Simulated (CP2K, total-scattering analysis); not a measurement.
**Reading the total scattering of a disordered sample**

The sample: amorphous 18P2O5-82SiO2 (mol %) (P 9.5, Si 22.2, O 68.2 atom %) at 300 K, fixed volume, ρ₀ = 0.0678 Å⁻³. The data come from ab initio molecular dynamics with CP2K (PBE, Gaussian and plane waves, DZVP-MOLOPT-SR basis, GTH potentials, 400 Ry, CSVR thermostat, no spin, fixed volume). The average runs over 1.14 ps of 63 atoms, so shells between rare elements are rough. Mean temperature 297 K, largest m.s.d. 0.08 Å², energy drift +1 meV an atom (last third less first, no steady trend); the first quarter of the run is discarded. Preparation: a classical glass (LAMMPS, Pedone potential, quenched from the melt at 100 K/ps at this volume), then 1.2 ps at 1000 K (mean temperature of the first stage 988 K), too short to forget the start in full. So short a stretch relaxes bonds and nearest shells but still remembers its start. It is rigid on the time of the run. A cell quenched within picoseconds keeps more over- and under-coordinated atoms than a real glass or film, so this is a model of such a quench.

The totals are in Faber–Ziman form. Below 4 Å⁻¹ the partials are summed on the cell's own reciprocal vectors (from 0.64 Å⁻¹) and folded with a Gaussian of σ = 0.14 Å⁻¹; above it they are transforms of g(r) out to 6.6 Å, tapered over the last 40 %. The fold lowers sharp peaks, and with so few vectors their positions are good to about 0.1 Å⁻¹. X-rays take neutral-atom form factors, neutrons coherent lengths (P 5.13, Si 4.15071, O 5.8037 fm). G(r) = 4πrρ₀[g(r) − 1] carries the resolution of a Lorch-windowed transform up to 20 Å⁻¹. The patterns are simulated, not measured. The cell is small: beyond half the box only the part of each shell inside it is counted, and low-Q values rest on few vectors.

```tsv
Q (Å⁻¹)	X-ray	neutron
0.6	0.27	0.33
0.9	0.46	0.47
1.2	0.79	0.67
1.5	1.31	1.06
1.8	1.06	0.81
2.1	1.06	0.79
2.4	0.70	0.55
2.7	0.47	0.84
3.0	0.63	1.12
3.3	0.68	0.84
3.6	0.77	0.81
3.9	0.73	0.71
4.2	1.09	0.87
4.5	1.41	1.09
4.8	1.52	1.31
5.1	1.40	1.46
5.4	1.15	1.39
5.7	0.92	1.12
6.0	0.82	0.85
6.3	0.85	0.72
6.6	0.87	0.71
6.9	0.83	0.75
7.2	0.79	0.86
7.5	0.84	1.02
7.8	1.00	1.15
8.1	1.16	1.18
8.4	1.22	1.12
8.7	1.18	1.04
9.0	1.11	1.01
9.3	1.05	1.02
9.6	0.99	1.03
9.9	0.93	1.01
10.2	0.91	0.98
10.5	0.92	0.96
10.8	0.93	0.92
11.1	0.91	0.89
11.4	0.91	0.90
11.7	0.97	0.97
12.0	1.06	1.06
```

G(r):

```tsv
r (Å)	X-ray	neutron
1.0	-0.88	-0.86
1.1	-0.92	-0.91
1.2	-1.01	-0.99
1.3	-1.10	-1.06
1.4	-0.15	-0.30
1.5	2.25	1.55
1.6	4.22	3.03
1.7	3.56	2.46
1.8	0.84	0.30
1.9	-1.21	-1.33
2.0	-1.56	-1.69
2.1	-1.42	-1.68
2.2	-1.51	-1.80
2.3	-1.54	-1.62
2.4	-1.23	-0.62
2.5	-0.73	0.99
2.6	-0.35	2.22
2.7	-0.37	2.14
2.8	-0.54	0.85
2.9	-0.24	-0.37
3.0	0.57	-0.75
3.1	1.06	-0.65
3.2	0.64	-0.65
3.3	-0.30	-0.79
3.4	-1.01	-0.86
3.5	-1.14	-0.73
3.6	-0.85	-0.50
3.7	-0.46	-0.31
3.8	-0.12	-0.18
3.9	0.24	-0.01
4.0	0.64	0.25
4.1	0.94	0.47
4.2	0.92	0.50
4.3	0.58	0.31
4.4	0.20	0.06
4.5	0.09	0.02
4.6	0.24	0.20
4.7	0.40	0.46
4.8	0.39	0.65
4.9	0.24	0.71
5.0	-0.01	0.59
5.1	-0.26	0.34
5.2	-0.37	0.09
5.3	-0.35	-0.08
5.4	-0.30	-0.24
5.5	-0.29	-0.40
5.6	-0.29	-0.55
5.7	-0.26	-0.64
5.8	-0.07	-0.58
5.9	0.25	-0.33
```

**Question.** Which pairs make the maxima of G(r) below 4.5 Å, and what can the data say of the number of neighbours?

Each pair enters with the weight ci cj fi fj (2 − δij)/⟨f⟩², taking f = Z for X-rays at Q = 0: O–O 0.30 / 0.54; Si–O 0.34 / 0.25; P–O 0.16 / 0.13; Si–Si 0.10 / 0.03; P–Si 0.09 / 0.03; P–P 0.02 / 0.01 (X-ray / neutron).

| radiation | maximum (Å) | G (Å⁻²) | pairs that make it (share of the curvature of G, each pair at the same resolution) |
| --- | --- | --- | --- |
| X-ray | 1.63 | 4.40 | Si–O 76 %, P–O 24 % |
| X-ray | 3.10 | 1.07 | Si–Si 58 %, P–Si 33 % |
| X-ray | 4.15 | 0.98 | Si–O 78 %, P–O 17 % |
| neutron | 1.62 | 3.15 | Si–O 74 %, P–O 26 % |
| neutron | 2.64 | 2.40 | O–O 100 % |
| neutron | 4.16 | 0.53 | Si–O 77 %, P–O 21 % |

The first shell (P–O, 1.59 Å) shares its range with Si–O (1.64 Å), so its area is a weighted sum. The maxima can be assigned, but 2 totals can't separate 6 partials, so the counts below come from the model itself.

From the coordinates:

| pair | first peak (Å) | g there | first minimum (Å) | g there | neighbours |
| --- | --- | --- | --- | --- | --- |
| P–O | 1.59 | 15.4 | 2.04 | 0.02 | 4.0 O per P, 0.6 P per O |
| Si–O | 1.64 | 22.0 | 2.26 | 0.00 | 4.1 O per Si, 1.3 Si per O |
| O–O | 2.62 | 4.9 | 3.06 | 0.58 | 6.4 |
| Si–Si | 3.11 | 6.1 | 3.52 | 0.00 | 3.0 |
| P–Si | 3.12 | 4.1 | 3.70 | 0.01 | 2.5 Si per P, 1.1 P per Si |

Bonded neighbours (only these pairs count: cutoffs P–O 2.04 Å, Si–O 2.26 Å): P: 4 100 %; Si: 4 93 %, 5 7.1 %; O: 1 12 %, 2 88 %. Bridging oxygens per network former of four or fewer bonds: P: Q2 17 %, Q3 50 %, Q4 33 %; Si: Q4 100 %. Oxygen by network formers bound (Si, B, P, Ge and Al count): one 12 %, two 88 %. O–P–O peak at 110°, O–Si–O peak at 110° and Si–O–Si peak at 142°. These counts come from 15 frames.

Anions around each cation, with the position of the first peak: Si 4.1 (Si–O 1.64 Å, to 2.26 Å) and P 4.0 (P–O 1.59 Å, to 2.04 Å). The weights that differ most between the probes (X-ray, neutron): O–O 0.30 and 0.54, Si–O 0.34 and 0.25 and Si–Si 0.10 and 0.03. At 2.97 Å⁻¹ neutrons show a peak (1.13) where X-rays give 0.61: term by term, w(S − 1) with f = Z as a rough X-ray weight: O–O +0.80 against +0.44, Si–O -0.43 against -0.58 and P–O -0.29 against -0.34 (neutron against X-ray).

[Logs are printed without paths, hosts, clocks, repeated set-up lines and the standing remarks that a program may print on its own settings, such as how far it seeks lower states.]
